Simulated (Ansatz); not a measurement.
# BP (F-43m): zone-centre modes under pressure

Wanted: Grüneisen parameters and pressure coefficients of the modes of BP (F-43m).

Method: DFT PBE, scalar-relativistic, plane waves, PAW; PAW set soft_1, in Ansatz 0.2.0.

Most raw output is cut from this account.

## Step 1: The starting structure

It takes space group F-43m (No. 216, cubic). Conventional cell: a = 4.538 Å, b = 4.538 Å, c = 4.538 Å, α = 90.00°, β = 90.00°, γ = 90.00°. Nearest to B lie 4 P at 1.97 Å. P has 4 B at 1.97 Å nearest. Farther neighbours are not listed.

## Step 2: Bringing the structure to rest

Harmonic phonons are second derivatives at a point where the forces vanish, and they are wanted at zero stress, so atoms and cell are relaxed first.

input.yaml reads:

```yaml
crystal:
  lattice:
    - [0.0, 2.269, 2.269]
    - [2.269, 0.0, 2.269]
    - [2.269, 2.269, 0.0]
  atoms:
    - { symbol: B, position: [0.0, 0.0, 0.0] }
    - { symbol: P, position: [0.75, 0.75, 0.75] }
kpoints:
  mp_grid: { grid: [10, 10, 10] }
hamiltonian:
  xc: pbe
  pseudopotentials: { kind: paw, azcp: { folder: soft_1 } }
scf:
  occupations: { method: gaussian, width: 0.02 }
output:
  forces: true
  stress: true
  eigenvalues: true
  write_density: true
  write_potential: true
  elf: true
  volumetric_format: npy
relax:
  adjacent_minimum: "off"
  f_tol: 0.005
  max_steps: 80
  cell: { stress_tol: 0.05 }
```

Run with:

```
> ansatz run input.yaml --threads 4 --pin off --max-ram 10240MiB --backend cpu --events-out ev --progress --plain --runs-dir out
```

Run time: 1.5 s. Hardware: 4 threads of AMD EPYC 7B13 (Zen 3), shared host; peak memory 0.35 GiB; 4.8 s of CPU time.

Step by step:

```csv
step,energy less that of the first step (eV),largest force component (eV/Å),pressure (GPa),volume (Å³)
1,0.0000,0.0000,1.12,23.36
2,-0.0004,0.0000,0.50,23.45
3,-0.0005,0.0000,0.01,23.52
4*,-0.0005,0.0000,0.01,23.52
```

Relaxation steps marked * repeat the geometry before them on a plane-wave basis chosen anew for their cell, so energy and pressure can jump there.

The run keeps the 24 symmetry operations that it works with, so distortions that break them were not tested.

```csv
"conventional cell, symmetrised",before,after,change
a (Å),4.538,4.548,+0.2 %
b (Å),4.538,4.548,+0.2 %
c (Å),4.538,4.548,+0.2 %
volume (Å³/atom),11.68,11.76,+0.7 %
```

The relaxed structure:

```xyz
2
Lattice="0.0000 2.2741 2.2741 2.2741 0.0000 2.2741 2.2741 2.2741 0.0000" Properties=species:S:1:pos:R:3 pbc="T T T"
B     0.0000    0.0000    0.0000
P     3.4112    3.4112    3.4112
```

Numbers from this step:

- pressure: 0.01005 GPa
- gap on the k-mesh: 1.252 eV
- volume per atom: 11.76 Å³

Electrostatic potential energy in the ac plane of a cell with a along [110], b along [-110] and c along [001] of the cube at fractional y = 0.000, with atoms of B and P within 0.2 Å of it. With pseudopotentials it is smooth inside the atoms' cores, unlike the true potential.

Ten even steps from '_' (-40 eV) to '@' (12 eV), each cell a mean:
```
..==%%@@@@@@@@**::..==%%@@@@@@@@**::
**##@@@@@@@@@@%%****##@@@@@@@@@@%%**
@@@@@@@@@@@@@@@@@@@@@@@@@@@@@@@@@@@@
@@@@@@@@@@@@@@@@@@@@@@@@@@@@@@@@@@@@
@@@@@@@@@@@@@@@@@@@@@@@@@@@@@@@@@@@@
@@@@@@@@@@@@@@@@@@@@@@@@@@@@@@@@@@@@
@@@@%%##****%%@@@@@@@@%%##****%%@@@@
@@@@##::__..++%%@@@@@@##::__..++%%@@
@@%%++______::##@@@@%%++______::##@@
%%%%**..____--##%%%%%%**..____--##%%
--**##++::--**##==--**##++::--**##==
..--##%%%%%%%%++....--##%%%%%%%%++..
```
Columns run along a (6.4 Å; values clipped at the 3rd and 97th percentile), rows up along c (4.5 Å), edges of the conventional cell, whose origin can differ from the input's. Atoms in or near the plane, at fractional coordinates: B at (0.50, 0.00), B at (0.00, 0.00), P at (0.75, 0.25), P at (0.25, 0.25).

Valence density in the ac plane of a cell with a along [110], b along [-110] and c along [001] of the cube at fractional y = 0.000, with atoms of B and P within 0.2 Å of it. It is the smooth field of the valence electrons, not physical close to the nuclei.

Values in e/Å³, 7 rows by 16 columns, each cell a mean:
```
0.60 0.49 0.27 0.15 0.13 0.20 0.39 0.58 0.60 0.49 0.27 0.15 0.13 0.20 0.39 0.58
0.31 0.21 0.10 0.05 0.04 0.08 0.16 0.28 0.31 0.21 0.10 0.05 0.04 0.08 0.16 0.28
0.09 0.08 0.08 0.08 0.08 0.08 0.08 0.09 0.09 0.08 0.08 0.08 0.08 0.08 0.08 0.09
0.06 0.10 0.20 0.34 0.38 0.26 0.13 0.07 0.06 0.10 0.20 0.34 0.38 0.26 0.13 0.07
0.14 0.26 0.48 0.48 0.44 0.52 0.35 0.17 0.14 0.26 0.48 0.48 0.44 0.52 0.35 0.17
0.45 0.61 0.82 0.50 0.34 0.76 0.72 0.50 0.45 0.61 0.82 0.50 0.34 0.76 0.72 0.50
0.60 0.77 0.68 0.56 0.53 0.63 0.75 0.70 0.60 0.77 0.68 0.56 0.53 0.63 0.75 0.70
```
Columns run along a (6.4 Å), rows up along c (4.5 Å), edges of the conventional cell, whose origin can differ from the input's. Atoms in or near the plane, at fractional coordinates: B at (0.50, 0.00), B at (0.00, 0.00), P at (0.75, 0.25), P at (0.25, 0.25).

ELF in the ac plane of a cell with a along [110], b along [-110] and c along [001] of the cube at fractional y = 0.000, with atoms of B and P within 0.2 Å of it. It is the smooth field of the valence electrons, not physical close to the nuclei.

Values, 7 rows by 16 columns, each cell a mean:
```
0.30 0.41 0.41 0.25 0.20 0.34 0.44 0.33 0.30 0.41 0.41 0.25 0.20 0.34 0.44 0.33
0.47 0.33 0.13 0.03 0.02 0.08 0.24 0.43 0.47 0.33 0.13 0.03 0.02 0.08 0.24 0.43
0.10 0.07 0.06 0.09 0.10 0.07 0.06 0.09 0.10 0.07 0.06 0.09 0.10 0.07 0.06 0.09
0.03 0.11 0.32 0.52 0.56 0.42 0.19 0.05 0.03 0.11 0.32 0.52 0.56 0.42 0.19 0.05
0.21 0.43 0.53 0.31 0.26 0.44 0.52 0.28 0.21 0.43 0.53 0.31 0.26 0.44 0.52 0.28
0.59 0.83 0.83 0.33 0.16 0.68 0.88 0.70 0.59 0.83 0.83 0.33 0.16 0.68 0.88 0.70
0.20 0.66 0.86 0.74 0.67 0.84 0.80 0.37 0.20 0.66 0.86 0.74 0.67 0.84 0.80 0.37
```
Columns run along a (6.4 Å), rows up along c (4.5 Å), edges of the conventional cell, whose origin can differ from the input's. Atoms in or near the plane, at fractional coordinates: B at (0.50, 0.00), B at (0.00, 0.00), P at (0.75, 0.25), P at (0.25, 0.25).

In this step the volume went from 11.68 to 11.76 Å³/atom.

## Step 3: Tight relaxation

Phonons need small forces and stress, so the relaxation is finished with tight tolerances on 12×12×12 k points.

input.yaml reads:

```yaml
crystal:
  lattice:
    - [0.0, 2.2741054519, 2.2741054519]
    - [2.2741054519, 0.0, 2.2741054519]
    - [2.2741054519, 2.2741054519, 0.0]
  atoms:
    - { symbol: B, position: [0.0, 0.0, 0.0] }
    - { symbol: P, position: [0.75, 0.75, 0.75] }
kpoints:
  mp_grid: { grid: [12, 12, 12] }
hamiltonian:
  xc: pbe
  pseudopotentials: { kind: paw, azcp: { folder: soft_1 } }
scf:
  occupations: { method: fixed }
output:
  forces: true
  stress: true
  eigenvalues: true
relax:
  adjacent_minimum: "off"
  f_tol: 0.001
  max_steps: 60
  cell: { stress_tol: 0.01 }
```

Wall time 1.1 s (4 threads); peak memory 0.36 GiB; 3.5 s of CPU time.

Little changed from the start: no atom moved by 0.005 Å and no cell edge by 0.1 %.

This step gave:

```
pressure          : 0.007952 GPa
gap on the k-mesh : 1.249 eV
```

The forces vanish by symmetry and the pressure is 0.008 GPa, within the tolerances set. The cell now holds 11.76 Å³/atom.

## Step 4: Modes at rest

The modes at rest are the reference of the series, and the response to a field gives the dielectric tensor and the Born charges.

input.yaml, the sections that differ from step 3:

```yaml
output:
  eigenvalues: true
phonons:
  method: dfpt
  dielectric: true
  rigid_motions: translations
  raman: true
# crystal, kpoints, hamiltonian, scf: as in step 3
# relax: removed
```

The job ended after 25 s (4 threads; peak memory 0.77 GiB; 92 s of CPU time).

This step gave:

```yaml
sum_rule_residual_before_enforcement: 3.26e-5 eV/Å²
miss_of_the_charge_sum_rule: 9.08e-5 e
estimated_error_of_the_dielectric_tensor: 0.02531
estimated_error_of_the_born_charges: 0.005457 e
point_group: -43m
highest_optical_mode_at_the_zone_centre_no_lo_to_term: 799.6 cm⁻¹
lowest_optical_zone_centre_mode: 799.6 cm⁻¹
mean_high_frequency_dielectric_constant: 9.157
largest_born_charge_third_of_the_trace: -0.4932 e
mean_static_dielectric_constant: 9.257
top_of_the_zone_centre_spectrum_with_the_field: 803.9 cm⁻¹
```

Without the LO-TO term. Patterns of degenerate modes are one choice out of their space. Modes at Γ, with each element's share of the kinetic energy:

```csv
mode,frequency (cm⁻¹),symmetry,B %,P %
1,0.0,acoustic,26,74
2,0.0,acoustic,26,74
3,0.0,acoustic,26,74
4,799.6,T2,74,26
5,799.6,T2,74,26
6,799.6,T2,74,26
```

Displacements in mode 4 (799.6 cm⁻¹), the largest set to 1:
```
B1   0.00  1.00  0.00
P2   0.00 -0.35  0.00
```

Optical modes at the zone centre, without and with the macroscopic field of the longitudinal modes; each column is sorted by frequency, so a row need not hold one and the same mode. Modes with and without the field, by row:

```csv
rank among optical modes,no field (cm⁻¹),"q along (1, 0, 0) (cm⁻¹)"
1,799.6,799.6
2,799.6,799.6
3,799.6,803.9
```

Born charge (rows field, columns displacement) (e), principal values of the symmetric part by kind of site:

```csv
atom,atoms with these values,low,middle,high,mean
B1,1,-0.4932,-0.4932,-0.4932,-0.4932
P2,1,0.4932,0.4932,0.4932,0.4932
```

In full for B1:

```
-0.4932  0.0000  0.0000
 0.0000 -0.4932  0.0000
 0.0000  0.0000 -0.4932
```

High-frequency dielectric tensor:

```
9.16 0.00 0.00
0.00 9.16 0.00
0.00 0.00 9.16
```

Static dielectric tensor (ions relaxed, fixed cell):

```
9.26 0.00 0.00
0.00 9.26 0.00
0.00 0.00 9.26
```

Transverse modes. Infrared lines, with heights relative to the strongest:

```csv
position (cm⁻¹),label,relative intensity
800,T2,100
```

Activity x (w_L - w)^4 (n + 1)/w, 532 nm, 300 K; modes without the macroscopic field alone. Lines of the Raman spectrum (strongest = 100):

```csv
position (cm⁻¹),label,relative intensity
800,T2,100
```

Before it was imposed, the acoustic sum rule was missed by 3.3e-5 eV/Å² and the charge sum rule by 9.1e-5 e. Small misses are needed for a sound result but don't prove that mesh and cutoff are converged. The lowest optical mode is real, 800 cm⁻¹.

## Step 5: Ground state of a member: 1.06 times the volume at rest

The cell is set to 1.06 times the volume at rest; symmetry leaves nothing else free, so this is a single point.

input.yaml, the sections that differ from step 4:

```yaml
crystal:
  lattice:
    - [0.0, 2.3187070783, 2.3187070783]
    - [2.3187070783, 0.0, 2.3187070783]
    - [2.3187070783, 2.3187070783, 0.0]
  atoms:
    - { symbol: B, position: [0.0, 0.0, 0.0] }
    - { symbol: P, position: [0.75, 0.75, 0.75] }
scf:
  occupations: { method: gaussian, width: 0.02 }
output:
  forces: true
  stress: true
  eigenvalues: true
# kpoints, hamiltonian: as in step 4
# phonons: removed
```

It took 0.55 s on 4 threads; peak memory 0.35 GiB.

Numbers from this step:

| Property | Result |
| --- | --- |
| pressure | -8.435 GPa |
| gap on the k-mesh | 1.330 eV |
| volume per atom | 12.47 Å³ |

The forces vanish by symmetry, at a pressure of -8.43 GPa.

## Step 6: Modes of this member: 1.06 times the volume at rest

The zone-centre modes follow for 1.06 times the volume at rest, with the response to a field.

input.yaml: that of step 5 with these lines changed.

```diff
@@ -14,6 +14,8 @@
 scf:
-  occupations: { method: gaussian, width: 0.02 }
+  occupations: { method: fixed }
 output:
-  forces: true
-  stress: true
   eigenvalues: true
+phonons:
+  method: dfpt
+  dielectric: true
+  rigid_motions: translations
```

Wall time 9 s (4 threads); peak memory 0.61 GiB.

Numbers from this step:

```
sum-rule residual before enforcement                    : 8.37e-5 eV/Å²
miss of the charge sum rule                             : 5.32e-6 e
estimated error of the dielectric tensor                : 0.02582
estimated error of the Born charges                     : 0.005361 e
highest optical mode at the zone centre (no LO-TO term) : 753.7 cm⁻¹
lowest optical zone-centre mode                         : 753.7 cm⁻¹
mean high-frequency dielectric constant                 : 9.204
largest Born charge (third of the trace)                : -0.306 e
mean static dielectric constant                         : 9.245
top of the zone-centre spectrum with the field          : 755.4 cm⁻¹
```

Without the LO-TO term. Patterns of degenerate modes are one choice out of their space. Modes at Γ, with each element's share of the kinetic energy:

```csv
mode,frequency (cm⁻¹),symmetry,B %,P %
1,0.0,acoustic,26,74
2,0.0,acoustic,26,74
3,0.0,acoustic,26,74
4,753.7,T2,74,26
5,753.7,T2,74,26
6,753.7,T2,74,26
```

Transverse modes. Lines of the infrared spectrum (strongest = 100):

```csv
position (cm⁻¹),label,relative intensity
754,T2,100
```

The optical mode without the LO-TO term lies at 753.7 cm⁻¹.

Between step 4 and this run (volume ratio 1.06) the value for the highest optical mode at the zone centre (no LO-TO term) moves from 800 cm⁻¹ to 754 cm⁻¹ (-6 %).

## Step 7: Ground state of a member: 0.9 times the volume at rest

The cell is set to 0.9 times the volume at rest; symmetry leaves nothing else free, so this is a single point.

input.yaml, the sections that differ from step 6:

```yaml
crystal:
  lattice:
    - [0.0, 2.1956246733, 2.1956246733]
    - [2.1956246733, 0.0, 2.1956246733]
    - [2.1956246733, 2.1956246733, 0.0]
  atoms:
    - { symbol: B, position: [0.0, 0.0, 0.0] }
    - { symbol: P, position: [0.75, 0.75, 0.75] }
scf:
  occupations: { method: gaussian, width: 0.02 }
output:
  forces: true
  stress: true
  eigenvalues: true
# kpoints, hamiltonian: as in step 6
# phonons: removed
```

Run time: 0.49 s. Hardware: 4 threads; peak memory 0.34 GiB; 1.5 s of CPU time.

Numbers from this step:

| Item | Value |
| --- | --- |
| pressure | 20.84 GPa |
| gap on the k-mesh | 1.091 eV |
| volume per atom | 10.58 Å³ |

The forces vanish by symmetry, at a pressure of 20.84 GPa.

## Step 8: Modes of this member: 0.9 times the volume at rest

The zone-centre modes follow for 0.9 times the volume at rest, with the response to a field.

input.yaml: that of step 7 with these lines changed.

```diff
@@ -14,6 +14,8 @@
 scf:
-  occupations: { method: gaussian, width: 0.02 }
+  occupations: { method: fixed }
 output:
-  forces: true
-  stress: true
   eigenvalues: true
+phonons:
+  method: dfpt
+  dielectric: true
+  rigid_motions: translations
```

The job ended after 8.4 s (4 threads; peak memory 0.58 GiB).

This step gave:

| Quantity | Value |
| --- | --- |
| sum-rule residual before enforcement | 1.64e-5 eV/Å² |
| miss of the charge sum rule | 1.39e-4 e |
| estimated error of the dielectric tensor | 0.02596 |
| estimated error of the Born charges | 0.005423 e |
| highest optical mode at the zone centre (no LO-TO term) | 887.7 cm⁻¹ |
| lowest optical zone-centre mode | 887.7 cm⁻¹ |
| mean high-frequency dielectric constant | 9.14 |
| largest Born charge (third of the trace) | -0.8416 e |
| mean static dielectric constant | 9.401 |
| top of the zone-centre spectrum with the field | 900.2 cm⁻¹ |

Without the LO-TO term. Patterns of degenerate modes are one choice out of their space. Modes at Γ, with each element's share of the kinetic energy:

```csv
mode,frequency (cm⁻¹),symmetry,B %,P %
1,0.0,acoustic,26,74
2,0.0,acoustic,26,74
3,0.0,acoustic,26,74
4,887.7,T2,74,26
5,887.7,T2,74,26
6,887.7,T2,74,26
```

Transverse modes. Lines of the infrared spectrum (strongest = 100):

```csv
position (cm⁻¹),label,relative intensity
888,T2,100
```

The optical mode without the LO-TO term lies at 887.7 cm⁻¹.

For the highest optical mode at the zone centre (no LO-TO term), step 4 gave 800 cm⁻¹; this run, with volume ratio 0.9, gives 888 cm⁻¹ (+11 %).

## Step 9: The series together

The members are set side by side, also those not shown above.

Each row is one cell with its response, relaxed at fixed volume as far as symmetry leaves anything free; energies are extrapolated to zero smearing, and E0 is that at rest; shape and atoms are relaxed in each cell where symmetry leaves them free. State of the crystal along the series:

```csv
volume ratio,V (Å³/atom),pressure (GPa),E - E0 (meV/atom),gap on mesh (eV),ε∞,ε0,"largest Born charge in size, a third of the trace (e)","top mode with the field, highest of q along x, y and z (cm⁻¹)"
0.9,10.59,20.84,70.37,1.091,9.14,9.401,0.8416,900.2
0.92,10.82,15.83,43.52,1.125,9.138,9.36,0.768,879.2
0.94,11.05,11.28,23.67,1.157,9.139,9.325,0.6964,859.1
0.96,11.29,7.157,10.18,1.189,9.142,9.296,0.6269,839.9
0.98,11.53,3.41,2.474,1.22,9.148,9.274,0.5591,821.5
0.99,11.64,1.668,0.6166,1.234,9.153,9.264,0.526,812.6
1,11.76,0.007952,0,1.249,9.157,9.257,0.4932,803.9
1.02,12,-3.082,2.294,1.277,9.17,9.246,0.4292,787
1.04,12.23,-5.888,8.913,1.304,9.185,9.242,0.3667,770.9
1.06,12.47,-8.435,19.46,1.33,9.204,9.245,0.306,755.4
```

Without the LO-TO term; each mode is tracked from rest by its pattern, and modes that stay within 0.3 cm⁻¹ of each other stand once; shape and atoms are relaxed in each cell where symmetry leaves them free. Optical modes along the series:

```csv
V (Å³/atom),mode 4 T2 (cm⁻¹)
10.59,887.7
10.82,868.7
11.05,850.5
11.29,832.9
11.53,816
11.64,807.7
11.76,799.6
12,783.8
12.23,768.5
12.47,753.7
```

From cubic fits (parabolas where under five rows exist) of ln ω and P against ln V through the rows within about 4 % of rest: γ = −d ln ω / d ln V and dω/dP = γ ω / B. Slopes at rest:

```csv
mode,fitted frequency at rest (cm⁻¹),Grüneisen parameter γ,dω/dP (cm⁻¹/GPa)
mode 4 T2,799.6,1,4.96
longitudinal mode,803.9,1.07,5.32
```

## Step 10: What came out

```json
{"members": "10", "highest optical mode at the zone centre (no LO-TO term), at rest": "799.6 cm⁻¹", "bulk modulus at rest": "162 GPa", "mode 4 T2, γ": "1.00", "longitudinal mode, γ": "1.07"}
```

In words: The series spans -8.4 to 20.8 GPa, and the slope at rest gives a bulk modulus of 162 GPa. The transverse optical mode has γ = 1.00 and moves by 5.0 cm⁻¹ for each GPa, the longitudinal one has γ = 1.07 and moves by 5.3. ε∞ is 9.16 at rest, with d ln ε∞ / d ln V = 0.06. One k mesh and one cutoff serve the ground states and modes of all volumes; the field response picks its own mesh. These are harmonic frequencies at zero temperature: anharmonic shifts, linewidths and thermal expansion are left out. Only the zone centre was solved, so an instability at another wavevector cannot show here.

[Logs are printed without paths, hosts, clocks, repeated set-up lines and the standing remarks that a program may print on its own settings, such as how far it seeks lower states.]

[Hosts, paths, dates, database ids (printed as entryN), source tags and the programs' standing remarks are cut or masked in the printed files.]
